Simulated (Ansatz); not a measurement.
# Ir(100) film of 5 layers: electron–phonon coupling and resistivity

Wanted: the electron–phonon coupling λ, α²F(ω) and the phonon-limited resistivity of Ir(100) film of 5 layers, on meshes from cheap to dear.

Method: DFT PBE, scalar-relativistic, plane waves, PAW; PAW set soft_1, in Ansatz 0.2.0.

This is a report of a sequence of runs, with most program output left out.

**1. Set-up**

The cell holds 5 atoms: 5 Ir. Its edges and angles: a = 2.715 Å, b = 2.715 Å, c = 18.680 Å, α = 90.0°, β = 90.0°, γ = 90.0°. It derives from Ir. Vacuum lies along c.

**2. Rough relaxation**

The start is far from rest, so a relaxation with loose thresholds does the first part.

The input, input.yaml:

```yaml
crystal:
  lattice:
    - [2.71529, 0.0, 0.0]
    - [0.0, 2.71529, 0.0]
    - [0.0, 0.0, 18.68]
  atoms:
    - { symbol: Ir, position: [0.0, 0.0, 0.29443255] }
    - { symbol: Ir, position: [0.5, 0.5, 0.39721627] }
    - { symbol: Ir, position: [0.0, 0.0, 0.5] }
    - { symbol: Ir, position: [0.5, 0.5, 0.60278373] }
    - { symbol: Ir, position: [0.0, 0.0, 0.70556745] }
  periodic: [true, true, false]
kpoints:
  mp_grid: { grid: [8, 8, 1] }
hamiltonian:
  xc: pbe
  pseudopotentials: { kind: paw, azcp: { folder: soft_1 } }
scf:
  occupations: { method: gaussian, width: 0.1 }
output:
  forces: true
  stress: true
  eigenvalues: true
relax:
  adjacent_minimum: "off"
  f_tol: 0.05
  max_steps: 80
  cell: { stress_2d_tol: 0.02 }
```

Run with:

```sh
$ ansatz run input.yaml --threads 4 --pin off --max-ram 20480MiB --backend cpu --events-out ev --progress --plain --runs-dir out
```

It took 32 s on 4 threads of Arm Neoverse V1, shared host; peak memory 0.73 GiB; 2.1 min of CPU time.

The steps of the relaxation:

| step | energy less that of the first step (eV) | largest force component (eV/Å) | volume (Å³) |
| --- | --- | --- | --- |
| 1 | 0.0000 | 1.1211 | 288.72 |
| 2 | 0.0485 | 1.4294 | 281.79 |
| 3 | -0.0752 | 0.1187 | 286.75 |
| 4 | -0.0763 | 0.0325 | 286.31 |
| 5 | -0.0766 | 0.0032 | 286.83 |
| 6* | -0.0763 | 0.0032 | 286.83 |

Relaxation steps marked * repeat the geometry before them on a plane-wave basis chosen anew for their cell, so energy and pressure can jump there. Relaxation step 2 was tried and not accepted.

The run keeps the 16 symmetry operations that it works with, so distortions that break them were not tested.

| cell as run | before | after | change |
| --- | --- | --- | --- |
| a (Å) | 2.715 | 2.706 | -0.3 % |
| b (Å) | 2.715 | 2.706 | -0.3 % |

The atoms that moved most (Å, along periodic axes as changes of fractional coordinates times the final cell, across vacuum about the mean position):

| atom | dx | dy | dz | length |
| --- | --- | --- | --- | --- |
| Ir4 | 0.000 | 0.000 | 0.051 | 0.051 |
| Ir2 | 0.000 | 0.000 | -0.051 | 0.051 |
| Ir5 | 0.000 | 0.000 | -0.017 | 0.017 |
| Ir1 | 0.000 | 0.000 | 0.017 | 0.017 |

Final coordinates:

```cif
data_structure
_symmetry_space_group_name_H-M 'P 1'
_symmetry_Int_Tables_number 1
_cell_length_a 2.7064
_cell_length_b 2.7064
_cell_length_c 39.1600
_cell_angle_alpha 90.000
_cell_angle_beta 90.000
_cell_angle_gamma 90.000
_cell_volume 286.83
loop_
_atom_site_label
_atom_site_type_symbol
_atom_site_fract_x
_atom_site_fract_y
_atom_site_fract_z
_atom_site_occupancy
Ir1 Ir 0.00000 0.00000 0.14089 1
Ir2 Ir 0.50000 0.50000 0.18819 1
Ir3 Ir 0.00000 0.00000 0.23851 1
Ir4 Ir 0.50000 0.50000 0.28883 1
Ir5 Ir 0.00000 0.00000 0.33613 1
```

Numbers from this step:

```yaml
metallic_on_mesh: yes
gap_on_the_k_mesh: 0 eV
```

The relaxation ends with a largest force component of 0.0032 eV/Å.

**3. Relaxation**

Lattice constant and positions set the bands and the force constants, so the cell is relaxed first.

The input, input.yaml:

```yaml
crystal:
  lattice:
    - [2.7063807833, 0.0, 0.0]
    - [0.0, 2.7063807833, 0.0]
    - [0.0, 0.0, 39.159999864]
  atoms:
    - { symbol: Ir, position: [0.0, 0.0, 0.1408905986] }
    - { symbol: Ir, position: [0.5, 0.5, 0.1881852332] }
    - { symbol: Ir, position: [0.0, 0.0, 0.2385086832] }
    - { symbol: Ir, position: [0.5, 0.5, 0.2888321331] }
    - { symbol: Ir, position: [0.0, 0.0, 0.3361267678] }
  periodic: [true, true, false]
kpoints:
  mp_grid: { grid: [10, 10, 1] }
hamiltonian:
  xc: pbe
  pseudopotentials: { kind: paw, azcp: { folder: soft_1 } }
scf:
  occupations: { method: gaussian, width: 0.1 }
output:
  forces: true
  stress: true
  eigenvalues: true
  write_density: true
  write_potential: true
  elf: true
  volumetric_format: npy
relax:
  adjacent_minimum: "off"
  f_tol: 0.005
  max_steps: 80
  cell: { stress_2d_tol: 0.02 }
```

The job ended after 37 s (4 threads; peak memory 0.78 GiB).

Step by step:

| step | energy less that of the first step (eV) | largest force component (eV/Å) | volume (Å³) |
| --- | --- | --- | --- |
| 1 | 0.0000 | 0.1012 | 286.83 |
| 2 | 0.0004 | 0.1247 | 285.94 |
| 3 | -0.0007 | 0.0010 | 286.47 |
| 4 | -0.0007 | 0.0003 | 286.49 |
| 5 | -0.0006 | 0.0003 | 286.49 |

The log counts 1 steps on a newly chosen plane-wave basis, not all of them marked here; energy and pressure can jump at such steps. Relaxation step 2 was tried and not accepted.

| cell as run | before | after | change |
| --- | --- | --- | --- |
| a (Å) | 2.706 | 2.705 | -0.1 % |
| b (Å) | 2.706 | 2.705 | -0.1 % |

Valence density in the ca plane at fractional y = 0.000, with atoms of Ir within 0.2 Å of it. It is the smooth field of the valence electrons, not physical close to the nuclei.

Ten even steps from '0' (0.0 e/Å³) to '9' (9.5 e/Å³), each cell a mean:
```
00000001588410000027972000001488510000000000
00000000244200000013431000000244200000000000
00000000011000000000100000000011000000000000
00000000000000000000000000000000000000000000
00000000000000000000000000000000000000000000
00000000122100000002220000000122100000000000
00000001377300000025751000001367300000000000
00000001699510000038983000001599610000000000
```
Columns run along c (16.0 Å, from fractional 0.06 to 0.46 of the cell), rows up along a (2.7 Å). Atoms in or near the plane, at fractional coordinates: Ir at (0.14, 0.00), Ir at (0.24, 0.00), Ir at (0.34, 0.00).

ELF in the ca plane at fractional y = 0.000, with atoms of Ir within 0.2 Å of it. It is the smooth field of the valence electrons, not physical close to the nuclei.

Values, 5 rows by 16 columns, each cell a mean:
```
0.01 0.10 0.34 0.55 0.39 0.20 0.36 0.54 0.33 0.20 0.42 0.54 0.30 0.08 0.01 0.00
0.01 0.09 0.27 0.38 0.28 0.30 0.29 0.35 0.29 0.30 0.29 0.39 0.25 0.07 0.01 0.00
0.01 0.08 0.31 0.35 0.28 0.33 0.30 0.31 0.31 0.33 0.28 0.36 0.29 0.07 0.01 0.00
0.01 0.09 0.27 0.46 0.31 0.27 0.30 0.44 0.29 0.27 0.33 0.46 0.25 0.08 0.01 0.00
0.01 0.10 0.37 0.53 0.42 0.18 0.39 0.52 0.35 0.18 0.46 0.53 0.33 0.09 0.01 0.00
```
Columns run along c (16.0 Å, from fractional 0.06 to 0.46 of the cell), rows up along a (2.7 Å). Atoms in or near the plane, at fractional coordinates: Ir at (0.14, 0.00), Ir at (0.24, 0.00), Ir at (0.34, 0.00).

Electrostatic potential energy in the ca plane at fractional y = 0.000, with atoms of Ir within 0.2 Å of it. With pseudopotentials it is smooth inside the atoms' cores, unlike the true potential.

Values in eV, 5 rows by 16 columns, each cell a mean:
```
  0  -1 -14 -70 -28  -4 -25 -71 -19  -4 -35 -67 -10   0   0   0
  0   0  -5 -26 -11  -7 -10 -27  -8  -7 -13 -24  -4   0   0   0
  0   0  -3 -10  -7  -8  -6 -11  -6  -8  -7  -9  -2   0   0   0
  0   0  -8 -43 -16  -6 -14 -44 -11  -6 -20 -41  -6   0   0   0
  0  -1 -17 -75 -33  -4 -29 -76 -22  -4 -40 -73 -12  -1   0   0
```
Columns run along c (16.0 Å, from fractional 0.06 to 0.46 of the cell; values clipped at the 3rd and 97th percentile), rows up along a (2.7 Å). Atoms in or near the plane, at fractional coordinates: Ir at (0.14, 0.00), Ir at (0.24, 0.00), Ir at (0.34, 0.00).

**4. Relaxing tightly for phonons**

Phonons are second derivatives about the minimum, so the remaining forces must be small: the thresholds are tightened.

input.yaml, the sections that differ from step 3:

```yaml
crystal:
  lattice:
    - [2.7047709499, 0.0, 0.0]
    - [0.0, 2.7047709499, 0.0]
    - [0.0, 0.0, 39.159999864]
  atoms:
    - { symbol: Ir, position: [0.0, 0.0, 0.140839968] }
    - { symbol: Ir, position: [0.5, 0.5, 0.188035159] }
    - { symbol: Ir, position: [0.0, 0.0, 0.2385086832] }
    - { symbol: Ir, position: [0.5, 0.5, 0.2889822074] }
    - { symbol: Ir, position: [0.0, 0.0, 0.3361773983] }
  periodic: [true, true, false]
kpoints:
  mp_grid: { grid: [12, 12, 1] }
scf:
  occupations: { method: methfessel_paxton, width: 0.2 }
relax:
  adjacent_minimum: "off"
  f_tol: 0.001
  max_steps: 60
  cell: { stress_2d_tol: 0.002 }
# hamiltonian, output: as in step 3
```

Elapsed: 60 s, on 4 threads; peak memory 0.84 GiB; 3.9 min of CPU time.

The steps of the relaxation:

| step | energy less that of the first step (eV) | largest force component (eV/Å) | volume (Å³) |
| --- | --- | --- | --- |
| 1 | 0.0000 | 0.0561 | 286.49 |
| 2 | 0.0035 | 0.1551 | 288.23 |
| 3 | -0.0012 | 0.0044 | 287.25 |
| 4 | -0.0012 | 0.0025 | 287.30 |
| 5 | -0.0012 | 0.0000 | 287.30 |
| 6 | -0.0013 | 0.0000 | 287.30 |

The log counts 1 steps on a newly chosen plane-wave basis, not all of them marked here; energy and pressure can jump at such steps. Relaxation step 2 was tried and not accepted.

| cell as run | before | after | change |
| --- | --- | --- | --- |
| a (Å) | 2.705 | 2.709 | +0.1 % |
| b (Å) | 2.705 | 2.709 | +0.1 % |

The atoms that moved most (Å, along periodic axes as changes of fractional coordinates times the final cell, across vacuum about the mean position):

| atom | dx | dy | dz | length |
| --- | --- | --- | --- | --- |
| Ir5 | 0.000 | 0.000 | -0.014 | 0.014 |
| Ir1 | 0.000 | 0.000 | 0.014 | 0.014 |
| Ir4 | 0.000 | 0.000 | -0.009 | 0.009 |
| Ir2 | 0.000 | 0.000 | 0.009 | 0.009 |

The relaxed structure:

```xyz
5
Lattice="2.7086 0.0000 0.0000 0.0000 2.7086 0.0000 0.0000 0.0000 39.1600" Properties=species:S:1:pos:R:3
Ir    0.0000    0.0000    5.5289
Ir    1.3543    1.3543    7.3723
Ir    0.0000    0.0000    9.3400
Ir    1.3543    1.3543   11.3077
Ir    0.0000    0.0000   13.1511
```

Valence density in the ca plane at fractional y = 0.000, with atoms of Ir within 0.2 Å of it. It is the smooth field of the valence electrons, not physical close to the nuclei.

Ten even steps from '0' (0.0 e/Å³) to '9' (9.5 e/Å³), each cell a mean:
```
00000001488410000027972000001588410000000000
00000000244200000013431000000244200000000000
00000000011000000000100000000011000000000000
00000000000000000000000000000000000000000000
00000000000000000000000000000000000000000000
00000000122100000002220000000122100000000000
00000000367310000025751000001366300000000000
00000001599510000038982000001599510000000000
```
Columns run along c (16.0 Å, from fractional 0.05 to 0.46 of the cell), rows up along a (2.7 Å). Atoms in or near the plane, at fractional coordinates: Ir at (0.14, 0.00), Ir at (0.24, 0.00), Ir at (0.34, 0.00).

Electrostatic potential energy in the ca plane at fractional y = 0.000, with atoms of Ir within 0.2 Å of it. With pseudopotentials it is smooth inside the atoms' cores, unlike the true potential.

Ten even steps from '0' (-79 eV) to '9' (0 eV), each cell a mean:
```
99999996200279999840004899996200279999999999
99999998522589999863236899998522589999999999
99999999866899999987678999998866899999999999
99999999988999889998889998899988999999999999
99999999888899999998889999999888899999999999
99999998644689999975457999998644689999999999
99999997300379999851015899997300379999999999
99999996100169999830004899996100169999999999
```
Columns run along c (16.0 Å, from fractional 0.05 to 0.46 of the cell; values clipped at the 3rd and 97th percentile), rows up along a (2.7 Å). Atoms in or near the plane, at fractional coordinates: Ir at (0.14, 0.00), Ir at (0.24, 0.00), Ir at (0.34, 0.00).

ELF in the ca plane at fractional y = 0.000, with atoms of Ir within 0.2 Å of it. It is the smooth field of the valence electrons, not physical close to the nuclei.

Ten even steps from '0' (0.00) to '9' (0.61), each cell a mean:
```
00001347988964223479897432246988974310000000
00001245788654334457875443345688753210000000
00001244565444455445554455444456544210000000
00001346664444555545554555544456664210000000
00001245554444555544544555544445554210000000
00001234677544444446764444444577643210000000
00001346899854334478896433345899864310000000
00012358977974223489798432247977974320000000
```
Columns run along c (16.0 Å, from fractional 0.05 to 0.46 of the cell), rows up along a (2.7 Å). Atoms in or near the plane, at fractional coordinates: Ir at (0.14, 0.00), Ir at (0.24, 0.00), Ir at (0.34, 0.00).

The relaxation ends with a largest force component of 2.2e-5 eV/Å.

**5. Phonons: q 2×2×1, k 6×6×1**

Couplings are defined for a stable lattice alone, so phonons come first.

The input, input.yaml:

```yaml
crystal:
  lattice:
    - [2.7086245603, 0.0, 0.0]
    - [0.0, 2.7086245603, 0.0]
    - [0.0, 0.0, 39.159999864]
  atoms:
    - { symbol: Ir, position: [0.0, 0.0, 0.141188083] }
    - { symbol: Ir, position: [0.5, 0.5, 0.1882619496] }
    - { symbol: Ir, position: [0.0, 0.0, 0.2385086832] }
    - { symbol: Ir, position: [0.5, 0.5, 0.2887554168] }
    - { symbol: Ir, position: [0.0, 0.0, 0.3358292833] }
  periodic: [true, true, false]
kpoints:
  mp_grid: { grid: [6, 6, 1] }
hamiltonian:
  xc: pbe
  pseudopotentials: { kind: paw, azcp: { folder: soft_1 } }
scf:
  occupations: { method: methfessel_paxton, width: 0.2 }
output:
  eigenvalues: true
phonons:
  method: dfpt
  qmesh: [2, 2, 1]
  temperatures: { t_max: 1000, t_step: 50 }
  qpath:
    path: [[0.0, 0.0, 0.0], [0.0, 0.5, 0.0], [0.5, 0.5, 0.0], [0.0, 0.0, 0.0]]
    npoints: 10
```

Run time: 5.7 min. Hardware: 4 threads; peak memory 3 GiB.

Numbers from this step:

```yaml
zero_point_energy: 0.1314 eV/cell
share_of_imaginary_modes_in_the_plain_interpolation_between_solved_wavevectors: 0
highest_frequency_solved_or_plainly_interpolated: 203.2 cm⁻¹
```

Solved on the 2×2×1 mesh alone; all other wavevectors are interpolated. The phonon branches at the labelled points (cm⁻¹):

| point | branch 1 | branch 2 | branch 3 | branch 4 | branch 12 | branch 13 | branch 14 | branch 15 |
| --- | --- | --- | --- | --- | --- | --- | --- | --- |
| Γ | 0 | 0 | 0 | 54 | 150 | 153 | 183 | 197 |
| halfway | 70 | 71 | 78 | 90 | 174 | 179 | 182 | 192 |
| X | 102 | 106 | 108 | 113 | 188 | 195 | 196 | 203 |
| halfway | 123 | 125 | 128 | 134 | 182 | 186 | 188 | 198 |
| M | 129 | 140 | 153 | 153 | 177 | 181 | 196 | 196 |
| halfway | 92 | 102 | 116 | 122 | 171 | 177 | 178 | 187 |
| Γ | 0 | 0 | 0 | 54 | 150 | 153 | 183 | 197 |

Among the solved wavevectors the lowest mode, translations apart, is 54.3 cm⁻¹, so these are real on this k mesh.

**6. Electron–phonon run: q 2×2×1, k 6×6×1, scattering 12×12×1**

A first run on coarse meshes.

input.yaml, as its differences from that of step 5:

```diff
@@ -28 +28,5 @@
     npoints: 10
+  electrical_resistivity:
+    mesh: [12, 12, 1]
+    temperatures: [20.0, 50.0, 77.0, 100.0, 150.0, 200.0, 300.0, 400.0, 600.0, 800.0]
+  electron_occupations: "off"
```

The job ended after 9.2 min (4 threads; peak memory 3.5 GiB).

Numbers from this step:

| Quantity | Value |
| --- | --- |
| cell height | 39.16 Å |
| sheet resistance 300K | 63.61 Ω/square, mean in the plane |
| resistivity at 300 K | 24.91 μΩ cm, mean of the axes, of the whole cell with its vacuum |
| coupling constant λ | 0.3022 |
| density of states at the Fermi level | 2.393 states/eV a spin and cell |
| log mean phonon energy ħω_log | 16.77 meV |
| transport coupling constant λ_tr | 0.3567, 0.3567, 0 (xx, yy, zz) |
| Drude plasma energy | 4.018, 4.018, 0 eV (xx, yy, zz), of the whole cell with its vacuum |
| second-moment phonon energy ħω₂ | 17.87 meV, from the broadened α²F curve |

Of the whole cell with its vacuum, so only the sheet resistance is a property of the layer; the means are those of the plane. Resistivity, by row:

| T (K) | ρ_xx (μΩ cm) | ρ_yy | ρ_zz | ρ by Ziman's lowest order, mean | ρ by relaxation times, mean | within 2 % of the coarser mesh |
| --- | --- | --- | --- | --- | --- | --- |
| 20 | 0.01303 | 0.01303 | - | 0.02882 | 0.01597 | no |
| 50 | 0.9853 | 0.9853 | - | 1.409 | 0.9842 | no |
| 77 | 3.438 | 3.438 | - | 4.081 | 3.285 | no |
| 100 | 5.89 | 5.89 | - | 6.587 | 5.545 | no |
| 150 | 11.08 | 11.08 | - | 11.9 | 10.35 | no |
| 200 | 15.89 | 15.89 | - | 16.89 | 14.81 | no |
| 300 | 24.91 | 24.91 | - | 26.34 | 23.19 | no |
| 400 | 33.63 | 33.63 | - | 35.56 | 31.31 | no |
| 600 | 51.2 | 51.2 | - | 54.2 | 47.73 | no |
| 800 | 69.13 | 69.13 | - | 73.32 | 64.58 | no |

By its own test the run is not converged in the mesh. λ = 0.302 and 63.6 Ω per square at 300 K. The run's own test puts 13 % between its two finest meshes on the component of the resistivity at 300 K that moves most, so it is not converged.

**7. Electron–phonon run: q 3×3×1, k 9×9×1, scattering 12×12×1**

The next rung changes the q mesh, which sets the reach of the force constants and couplings; the k mesh of the density and its response; the phonon self-energy between the q points, now taken in.

input.yaml, as its differences from that of step 6:

```diff
@@ -13,3 +13,3 @@
 kpoints:
-  mp_grid: { grid: [6, 6, 1] }
+  mp_grid: { grid: [9, 9, 1] }
 hamiltonian:
@@ -23,3 +23,3 @@
   method: dfpt
-  qmesh: [2, 2, 1]
+  qmesh: [3, 3, 1]
   temperatures: { t_max: 1000, t_step: 50 }
@@ -31,2 +31 @@
     temperatures: [20.0, 50.0, 77.0, 100.0, 150.0, 200.0, 300.0, 400.0, 600.0, 800.0]
-  electron_occupations: "off"
```

Run time: 18 min. Hardware: 4 threads; peak memory 4.7 GiB.

This step gave:

* zero-point energy: 0.1262 eV/cell
* highest frequency, solved or plainly interpolated: 201.4 cm⁻¹
* sheet resistance 300K: 64.87 Ω/square, mean in the plane
* resistivity at 300 K: 25.4 μΩ cm, mean of the axes, of the whole cell with its vacuum
* coupling constant λ: 0.3129
* density of states at the Fermi level: 2.41 states/eV a spin and cell
* log mean phonon energy ħω_log: 16.15 meV
* transport coupling constant λ_tr: 0.3574, 0.3574, 0 (xx, yy, zz)
* Drude plasma energy: 4.005, 4.005, 0 eV (xx, yy, zz), of the whole cell with its vacuum
* second-moment phonon energy ħω₂: 17.15 meV, from the broadened α²F curve

The Eliashberg function α²F has structure finer than the step of the table below, so its rows give means over 0.5 meV, whole bins alone (the curve runs from 0.098 to 25.1 meV). Peaks (meV: height): α²F 13.86: 0.250, 17.00: 0.339, 18.57: 0.310, 19.75: 0.179, 21.13: 0.191, 22.90: 0.246; α²F tr 13.86: 0.289, 17.00: 0.357, 18.57: 0.388, 19.75: 0.269, 21.13: 0.278, 22.50: 0.256, 23.09: 0.311.

The Eliashberg function α²F by phonon energy; means over each step:

| phonon energy (meV) | α²F | α²F tr |
| --- | --- | --- |
| 1.0 | 0 | 0 |
| 1.5 | 3.5e-5 | 0 |
| 2.0 | 1.0e-4 | 0 |
| 2.5 | 1.9e-4 | 7.8e-5 |
| 3.0 | 3.7e-4 | 2.0e-4 |
| 3.5 | 6.3e-4 | 2.8e-4 |
| 4.0 | 8.4e-4 | 3.6e-4 |
| 4.5 | 0.00115 | 5.2e-4 |
| 5.0 | 0.00152 | 8.2e-4 |
| 5.5 | 0.00200 | 0.00111 |
| 6.0 | 0.00280 | 0.00157 |
| 6.5 | 0.00400 | 0.00230 |
| 7.0 | 0.00515 | 0.00334 |
| 7.5 | 0.00652 | 0.00466 |
| 8.0 | 0.00741 | 0.00589 |
| 8.5 | 0.00874 | 0.00751 |
| 9.0 | 0.0123 | 0.0114 |
| 9.5 | 0.0182 | 0.0192 |
| 10.0 | 0.0297 | 0.0353 |
| 10.5 | 0.0460 | 0.0556 |
| 11.0 | 0.0589 | 0.0708 |
| 11.5 | 0.0740 | 0.0854 |
| 12.0 | 0.110 | 0.114 |
| 12.5 | 0.130 | 0.137 |
| 13.0 | 0.184 | 0.177 |
| 13.5 | 0.215 | 0.223 |
| 14.0 | 0.230 | 0.268 |
| 14.5 | 0.203 | 0.249 |
| 15.0 | 0.203 | 0.240 |
| 15.5 | 0.222 | 0.237 |
| 16.0 | 0.227 | 0.234 |
| 16.5 | 0.260 | 0.260 |
| 17.0 | 0.304 | 0.314 |
| 17.5 | 0.230 | 0.230 |
| 18.0 | 0.216 | 0.239 |
| 18.5 | 0.272 | 0.337 |
| 19.0 | 0.182 | 0.248 |
| 19.5 | 0.0982 | 0.138 |
| 20.0 | 0.129 | 0.191 |
| 20.5 | 0.119 | 0.160 |
| 21.0 | 0.173 | 0.237 |
| 21.5 | 0.179 | 0.240 |
| 22.0 | 0.152 | 0.194 |
| 22.5 | 0.178 | 0.219 |
| 23.0 | 0.223 | 0.279 |
| 23.5 | 0.194 | 0.248 |
| 24.0 | 0.180 | 0.216 |
| 24.5 | 0.0998 | 0.109 |

Some states were left unconverged by the eigensolver. By its own test the run is not converged in the mesh. λ = 0.313 and 64.9 Ω per square at 300 K, against 0.302 and 63.6 in the run with q 2×2×1, k 6×6×1, scattering 12×12×1 (+3.5 % and +2.0 %). The run's own test puts 14 % between its two finest meshes on the component of the resistivity at 300 K that moves most, more than that change; on the next coarser mesh the mean ρ changes by +3.3 % between the two runs, against +2.0 % on the finest.

(Part 1 of 2 ends here.)

[Logs are printed without paths, hosts, clocks, repeated set-up lines and the standing remarks that a program may print on its own settings, such as how far it seeks lower states.]

[Hosts, paths, dates, database ids (printed as entryN), source tags and the programs' standing remarks are cut or masked in the printed files.]
